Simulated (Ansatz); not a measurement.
# Moving the knobs of a GW run on MoS2 (P6_3/mmc)

A base run on MoS2 (P6_3/mmc), then changed inputs.

Calculated with Ansatz 0.2.0; G0W0 on PBE, plane waves, PAW.

The database entry behind the starting cell differs from later determinations by our own check (about 0.3 % long), so it need not match the best structure at ambient conditions.

## 1. Set-up

The structure is hexagonal, space group P6_3/mmc (No. 194). The conventional cell has a = 3.169 Å, b = 3.169 Å, c = 12.324 Å, α = 90.00°, β = 90.00°, γ = 120.00°. Nearest to Mo lie 6 S at 2.41 Å. S has 3 Mo at 2.41 Å nearest. Farther neighbours and most contacts between anions are not listed.

The cell and positions come from the Crystallography Open Database and are kept as given unless a step says otherwise. The default PAW set here is soft_2. Its files were made with PBE.

## 2. The base run: 6×6×2 mesh, 394 empty bands, screening to 138 eV

Now the one-shot GW correction: screening in the RPA, then the self-energy of the levels asked for.

File input.yaml:

```yaml
crystal:
  lattice:
    - [3.169, 0.0, 0.0]
    - [-1.5845, 2.7444345046, 0.0]
    - [0.0, 0.0, 12.324]
  atoms:
    - { symbol: Mo, position: [0.3333333333, 0.6666666667, 0.25] }
    - { symbol: Mo, position: [0.6666666667, 0.3333333333, 0.75] }
    - { symbol: S, position: [0.3333333333, 0.6666666667, 0.623] }
    - { symbol: S, position: [0.6666666667, 0.3333333333, 0.123] }
    - { symbol: S, position: [0.3333333333, 0.6666666667, 0.877] }
    - { symbol: S, position: [0.6666666667, 0.3333333333, 0.377] }
kpoints:
  mp_grid: { grid: [6, 6, 2] }
hamiltonian:
  xc: pbe
scf:
  occupations: { method: fixed }
gw:
  n_empty_bands: 394
  ecut_chi: 138
  qp_bands: [v2, c2]
  qp_kpoints: band_edges
  screening: { model: contour_deformation }
```

Started as:

```bash
ansatz run input.yaml --threads 3 --pin off --max-ram 64512MiB --backend cuda --events-out ev --progress --plain --runs-dir out --devices 1 --max-vram 24GiB  # rebuilt from the run's record
```

Numbers of over 12 decimals in the logs are rounded to 6 here.

Log:

```text
GPUs: using 1 of 1 available (devices: 1).
Engine: ansatz 0.2.0, x86_64-unknown-linux-gnu
Pseudopotentials: kind: paw
Pseudopotential: Mo, paw, valence charge 14, recommended cutoff 420 eV (normal), Mo.paw.azcp
Pseudopotential: S, paw, valence charge 6, recommended cutoff 420 eV (normal), S.paw.azcp
Functional definition: PBE
  parameter kappa = 0.804
  parameter beta = 0.066725
  exchange = pbe_x(kappa = kappa, mu = beta*pi^2/3)
  correlation = pbe_c(beta = beta)
device memory: the entry about to start is reckoned to put 1.1 GiB on a device that reports 71.1 GiB free (of which the cap on the GPU budget leaves the run 24.0 GiB)
GPU FFT provider: cuFFT
GPU libraries: cuBLAS 13.8.2, cuFFT 12.4.0, cuSOLVER 12.3.4
Crystal: 6 atoms, lattice volume = 107.183 Å³
Basis set: ecut = 420 eV, 2081 PW (Γ)
Bands: 32, of which v1, the nominal top of the filled ones, is band 26 counted from 1 (25 counted from 0)
Symmetry: 24 space group operations
Space group: P63/mmc (ITA 194), of the structure as read, at distance tolerance 4.8e-5 Å
k-points: 14 of 72
Non-local potential: Mo, projectors of the file, l = 0: 3, l = 1: 2, l = 2: 2, l = 3: 1
Non-local potential: S, projectors of the file, l = 0: 2, l = 1: 2, l = 2: 2
PAW form: soft (Blöchl's): semilocal exchange-correlation on the pseudo side does not see the compensation charge
PAW one-centre angular grid: Mo, 590 points (default); XC on 64 Gauss nodes
PAW one-centre angular grid: S, 110 points (default); XC on 64 Gauss nodes
Initial density: superposition of atomic densities (neutral atoms: chi_scale 0, normalization atom), corrected by the library's trained network
Initial wavefunctions: pseudopotential atomic-orbital guess
GPU buffer pool allocated for 51840 grid points (all kernels)
GPU transforms: local potential and band sums: pruned to the plane-wave sphere, on 24×24×90
Functional: x = pbe(κ = 0.804, μ = 0.219515), c = pbe(β = 0.066725)
SCF iter   1: F=—  HF=-13525.526697 eV  |F-HF|=—  |Δ(HF+E_count)|=         —  Δρ=5.46e-3  dr2=7.41e-3  ethr=1.77e-3  ⟨swp⟩=5.0  Hψ=1664  notcnv=0  defer=42
preconditioner: auto → Resta (q_TF=auto, 2.418 Å⁻¹)  ε∞=8.7  [insulator: Δε(μ)=0.887 eV  Ē_g=7.751 eV  n_scr=26 (ndim 8)  ℏωp=21.5 eV  f_vac=0.016  ε∞_Penn≈8.7]
SCF iter   2: F=—  HF=-13525.535933 eV  |F-HF|=—  |Δ(HF+E_count)|=   9.24e-3  Δρ=3.13e-3  dr2=2.37e-3  ethr=1.42e-5  ⟨swp⟩=2.0  Hψ=843  notcnv=0  defer=54
SCF iter   3: F=—  HF=-13525.540700 eV  |F-HF|=—  |Δ(HF+E_count)|=   4.77e-3  Δρ=4.94e-4  dr2=6.38e-4  ethr=4.55e-6  ⟨swp⟩=2.0  Hψ=698  notcnv=0  defer=54
SCF iter   4: F=—  HF=-13525.540635 eV  |F-HF|=—  |Δ(HF+E_count)|=   6.54e-5  Δρ=1.15e-4  dr2=1.09e-5  ethr=1.23e-6  ⟨swp⟩=2.1  Hψ=557  notcnv=0  defer=35
[...]
E_band       = -312.442293
  E_kinetic    = 1312.080568
  E_local      = -3923.171117  (includes V_loc(G=0)·N_el)
  E_nonlocal   = 398.377367
  E_hartree    = 1508.576741
  E_xc         = -757.133550
  E_vxc        = -810.200444  (∫ρ·V_xc dr)
  E_paw        = -8803.054294  (= ΣΔE_a)
  E_vpaw       = -306.678742  (= ΣTr[D̂ρ^β])
  E_aug_tail   = 0.000083  (compensation charges beyond the density's cutoff)
  E_ewald      = -3261.216446
  E_smearing   = -0.000000  (= −TS)
  E_closure    = 0.000000  (closes the sum)
  Σ components = -13525.540647   (vs F -13525.540647, Δ=0.00e0)
--- Band table (eV; the first three rows and the last of 14) ---
  k-point 0: bands = [... 22 lower, 8.7669, 9.7117, 9.7496, 10.8968, 12.9944, 12.9944, 13.0224, 13.0224, ... 2 higher]
  k-point 1: bands = [... 22 lower, 8.7436, 8.7436, 10.6302, 10.6302, 12.9998, 12.9998, 12.9998, 12.9998, ... 2 higher]
  k-point 2: bands = [... 22 lower, 8.8399, 9.7099, 9.7325, 10.1259, 12.3854, 12.7493, 12.7590, 12.9531, ... 2 higher]
  k-point 13: bands = [... 22 lower, 8.0256, 8.0256, 10.2018, 10.2018, 11.9456, 11.9456, 13.1987, 13.1987, ... 2 higher]
--- G₀W₀: contour deformation, 7 samples at zero and on the imaginary axis and 1 off it, 72 q-points, 394 empty bands' worth ---
  eigenvalues of the whole cell's RPA ε∞ on this k-mesh (on a slab, of 1 + 4πα/V) = 6.2347, 15.0772, 15.0772; static W/v taken at q = 0 is 0.069250
  gw.qp_kpoints: band_edges: 12 of 14 stored k-points solved, in 1 pass; an edge of the gap read off the rows below is read off those points alone
    valence top: of the k-points left out ik 7 came nearest to being solved in a further pass, in band 25 (counted from 1, as in the quasiparticle table): it holds the edge there only if its correction is more favourable than any solved in that band by at least 1.282 eV; those differ by 0.405 eV
    conduction bottom: of the k-points left out ik 5 came nearest to being solved in a further pass, in band 27 (counted from 1, as in the quasiparticle table): it holds the edge there only if its correction is more favourable than any solved in that band by at least 0.670 eV; those differ by 0.249 eV
    ik  band        ε_KS         Σx   Σc(E_QP)       V_xc       Z   E_QP_lin       E_QP  E_QP is
     0    25      9.7496   -18.6978     1.0221   -17.5874  0.7293     9.6612     9.6614  root
     0    26     10.8968   -19.7402     0.5041   -19.1818  0.7366    10.8425    10.8425  root
     0    27     12.9944   -13.7864    -4.3541   -18.5169  0.7389    13.3737    13.3708  root
     0    28     12.9944   -13.7864    -4.3541   -18.5169  0.7389    13.3737    13.3708  root
     1    25     10.6302   -19.4298     0.7693   -18.5535  0.7382    10.5231    10.5233  root
     1    26     10.6302   -19.4298     0.7693   -18.5535  0.7382    10.5231    10.5233  root
     1    27     12.9998   -13.7331    -4.3494   -18.4521  0.7386    13.3722    13.3694  root
     1    28     12.9998   -13.7331    -4.3494   -18.4521  0.7386    13.3722    13.3694  root
[...]
13    25     10.2018   -19.2682     0.4504   -18.8105  0.7376    10.1944    10.1944  root
    13    26     10.2018   -19.2682     0.4504   -18.8105  0.7376    10.1944    10.1944  root
    13    27     11.9456   -16.1207    -3.9845   -20.5422  0.7317    12.3858    12.3826  root
    13    28     11.9456   -16.1207    -3.9845   -20.5422  0.7317    12.3858    12.3826  root
[key lines of the parts left out:]
SCF converged after 7 iterations
Free energy (F): -13525.540647 eV
Fermi energy:    10.896774 eV
```

The job ended after 16 s (1 × NVIDIA H100 80GB HBM3 (shared by 3 runs) with 3 threads of AMD EPYC 7R13 (Zen 3), shared host; peak memory 1.7 GiB).

Numbers from this step:

- bands summed: 420
- RPA ε∞ on this mesh (eigenvalues): 6.235, 15.08, 15.08
- plane waves in the screening matrix: 341
- q-points in the mesh: 72
- G0W0 gap on the mesh: 1.235 eV
- k of the valence top: 0, 0, 0
- k of the conduction bottom: 0.1667, 0.1667, 0
- starting gap on the mesh: 0.8857 eV
- Z at the valence top: 0.7366
- Z at the conduction bottom: 0.7472
- least direct G0W0 gap on the computed points: 2.086 eV

The gap on the mesh goes from 0.89 eV to 1.24 eV, a correction of +0.35 eV. Between the two edge states, bare exchange in place of the xc potential would open the gap by 4.75 eV, and correlation takes back 4.40 eV.

## 3. Variant: accuracy level

Changes to input.yaml since step 2:

```diff
@@ -19,4 +19,4 @@
 gw:
-  n_empty_bands: 394
-  ecut_chi: 138
+  n_empty_bands: 243
+  ecut_chi: 100
   qp_bands: [v2, c2]
@@ -24 +24,2 @@
   screening: { model: contour_deformation }
+accuracy: low
```

Log:

```text
settings of this run that can trade accuracy for cost: accuracy: low. Do not mix this run's numbers with those of runs without the same settings; the input reference describes each key
GPUs: using 1 of 1 available (devices: 1).
[...]
GPU FFT provider: cuFFT
GPU libraries: cuBLAS 13.8.2, cuFFT 12.4.0, cuSOLVER 12.3.4
Crystal: 6 atoms, lattice volume = 107.183 Å³
Basis set: ecut = 420 eV, 2081 PW (Γ)
Bands: 32, of which v1, the nominal top of the filled ones, is band 26 counted from 1 (25 counted from 0)
[... 1 set-up line as in the run before ...]
[...]
k-points: 14 of 72
[...]
GPU buffer pool allocated for 51840 grid points (all kernels)
[...]
SCF iter   1: F=—  HF=-13525.526697 eV  |F-HF|=—  |Δ(HF+E_count)|=         —  Δρ=5.46e-3  dr2=7.41e-3  ethr=1.77e-3  ⟨swp⟩=5.0  Hψ=1664  notcnv=0  defer=42
[...]
SCF iter   7: F=-13525.540647 eV  HF=-13525.540647 eV  |F-HF|=7.09e-10  |Δ(HF+E_count)|=   5.96e-8  Δρ=2.23e-6  dr2=6.40e-9  ethr=1.92e-10  ⟨swp⟩=4.9  Hψ=1310  notcnv=0
SCF 1 converged in 7 iterations: F = -13525.540647 eV  dr2 = 6.40e-9
[...]
NSCF: frozen V_eff on 14 k-points, pencils in batches of 32, up to order 128
[...]
NSCF: frozen V_eff on 14 k-points
G₀W₀ screening: q 1/14
[... further progress lines ...]
SCF converged after 7 iterations
Free energy (F): -13525.540647 eV
[...]
Internal energy: -13525.540647 eV  (E = F + TS)
E sigma→0 (E₀):  -13525.540647 eV
Fermi energy:    10.896774 eV
[...]
--- Band table (eV; the first three rows and the last of 14) ---
  k-point 0: bands = [... 22 lower, 8.7669, 9.7117, 9.7496, 10.8968, 12.9944, 12.9944, 13.0224, 13.0224, ... 2 higher]
  k-point 1: bands = [... 22 lower, 8.7436, 8.7436, 10.6302, 10.6302, 12.9998, 12.9998, 12.9998, 12.9998, ... 2 higher]
  k-point 2: bands = [... 22 lower, 8.8399, 9.7099, 9.7325, 10.1259, 12.3854, 12.7493, 12.7590, 12.9531, ... 2 higher]
  k-point 13: bands = [... 22 lower, 8.0256, 8.0256, 10.2018, 10.2018, 11.9456, 11.9456, 13.1987, 13.1987, ... 2 higher]
[...]
bands read: the sum over 269 bands ends inside a degenerate multiplet in 7 slots, whose members it reads at an even weight; the widest, k=1: bands 269 to 270 (counted from 1) at 1/2 each
[...]
0    25      9.7496   -18.6978     1.1476   -17.5874  0.7320     9.7868     9.7868  root
     0    26     10.8968   -19.7402     0.6609   -19.1818  0.7392    10.9991    10.9993  root
     0    27     12.9944   -13.7864    -4.2037   -18.5169  0.7405    13.5271    13.5212  root
     0    28     12.9944   -13.7864    -4.2037   -18.5169  0.7405    13.5271    13.5212  root
     1    25     10.6302   -19.4298     0.9236   -18.5535  0.7407    10.6775    10.6775  root
     1    26     10.6302   -19.4298     0.9236   -18.5535  0.7407    10.6775    10.6775  root
     1    27     12.9998   -13.7331    -4.1990   -18.4521  0.7403    13.5256    13.5198  root
     1    28     12.9998   -13.7331    -4.1990   -18.4521  0.7403    13.5256    13.5198  root
[...]
13    25     10.2018   -19.2682     0.5938   -18.8105  0.7397    10.3376    10.3379  root
    13    26     10.2018   -19.2682     0.5938   -18.8105  0.7397    10.3376    10.3379  root
    13    27     11.9456   -16.1207    -3.8435   -20.5422  0.7348    12.5295    12.5236  root
    13    28     11.9456   -16.1207    -3.8435   -20.5422  0.7348    12.5295    12.5236  root
```

The job ended after 11 s (1 × NVIDIA H100 80GB HBM3 (shared by 3 runs) with 3 threads; peak memory 1.3 GiB; 17 s of CPU time).

The G0W0 gap on the mesh is 1.207 eV.

Against the base:

| setting | base | variant |
| --- | --- | --- |
| empty bands | 394 | 243 |
| screening cutoff (eV) | 138 | 100 |
| accuracy | - | low |

| quantity | variant | base |
| --- | --- | --- |
| starting gap on the mesh | 0.886 | 0.886 |
| G0W0 gap on the mesh | 1.207 | 1.235 |
| least direct G0W0 gap on the computed points | 2.079 | 2.086 |
| Z at the valence top | 0.739 | 0.737 |
| Z at the conduction bottom | 0.749 | 0.747 |

## 4. Summary of results

* base: 1.24 eV, 16 s
* accuracy level: 1.21 eV, 11 s

In words: Accuracy level: the gap moves by −0.03 eV. The variant differs from the base in empty bands, screening cutoff and accuracy together, so the change can't be laid to one of them. All runs here use a coarse mesh and modest cutoffs; they test settings and are not final values. The 6×6×2 mesh is coarse for this cell (its supercell is 19 Å along the shortest edge). The RPA ε∞ on it, from the PBE start, is 6.23 and 15.08; such meshes misread the long-range screening, most where the gap is narrow. The many-body steps are scalar-relativistic: spin-orbit coupling is not in them.

[Paths, hosts, dates, memory and timing lines, banners, echoed tables and standing remarks are left out of the program output.]

[Logs are printed without paths, hosts, clocks, repeated set-up lines and the standing remarks that a program may print on its own settings, such as how far it seeks lower states.]

[Runs of the session that timed out or met a known fault of the program may be left out.]

[Cells called generated may have been cut or substituted from an entry of the Crystallography Open Database or the Materials Project.]

[Hosts, paths, dates, database ids (printed as entryN), source tags and the programs' standing remarks are cut or masked in the printed files.]
